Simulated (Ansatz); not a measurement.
The compound is KVF3 (cubic perovskite) (Pm-3m).

The structure was built from a prototype and need not be the compound's stable phase.

The structure is cubic, space group Pm-3m (No. 221). The conventional cell has a = 3.956 Å, b = 3.956 Å, c = 3.956 Å, α = 90.00°, β = 90.00°, γ = 90.00°. K has 12 F at 2.80 Å nearest. Nearest to V lie 6 F at 1.98 Å. Nearest to F lie 2 V at 1.98 Å and 4 K at 2.80 Å. Farther neighbours and most contacts between anions are not listed.

```
K V F
1.0
     0.00000   -3.95649    0.00000
     0.00000    0.00000    3.95649
    -3.95649    0.00000    0.00000
K V F
1 1 3
Direct
  0.00000 0.00000 0.00000
  0.50000 0.50000 0.50000
  0.50000 0.50000 0.00000
  0.50000 0.00000 0.50000
  0.00000 0.50000 0.50000
```

The structure was relaxed with LDA. The structure type comes from a generator and need not be one that this composition takes. The structure was generated from a model, not taken from a measurement. The runs that relaxed it are not among those shown. The program's search for lower electronic states was switched off, so nothing shows that the state found is the lowest. PAW set soft_2, made with PBE.

A constrained-RPA run (Ansatz 0.2.0; non-magnetic LDA; V t2g, bands v2 to c1, 4×4×4 mesh, medium accuracy) builds 3 functions on bands 1.6 eV wide, with 3.0 electrons in the window. The bare on-site interaction is 17.4 eV and the bare J 0.63 eV.

Estimate U, U′ and J.

On the V t2g shell, U = 6.54 eV (38 % of the bare value), U′ = 5.55 eV, J = 0.47 eV.

The parent state is non-magnetic and the interaction static (zero frequency); U depends on the window and the orbitals, so it belongs to this model alone.

[Paths, hosts, dates, memory and timing lines, banners, echoed tables and standing remarks are left out of the program output.]

[Logs are printed without paths, hosts, clocks, repeated set-up lines and the standing remarks that a program may print on its own settings, such as how far it seeks lower states.]

[Runs of the session that timed out or met a known fault of the program may be left out.]

[Hosts, paths, dates, database ids (printed as entryN), source tags and the programs' standing remarks are cut or masked in the printed files.]
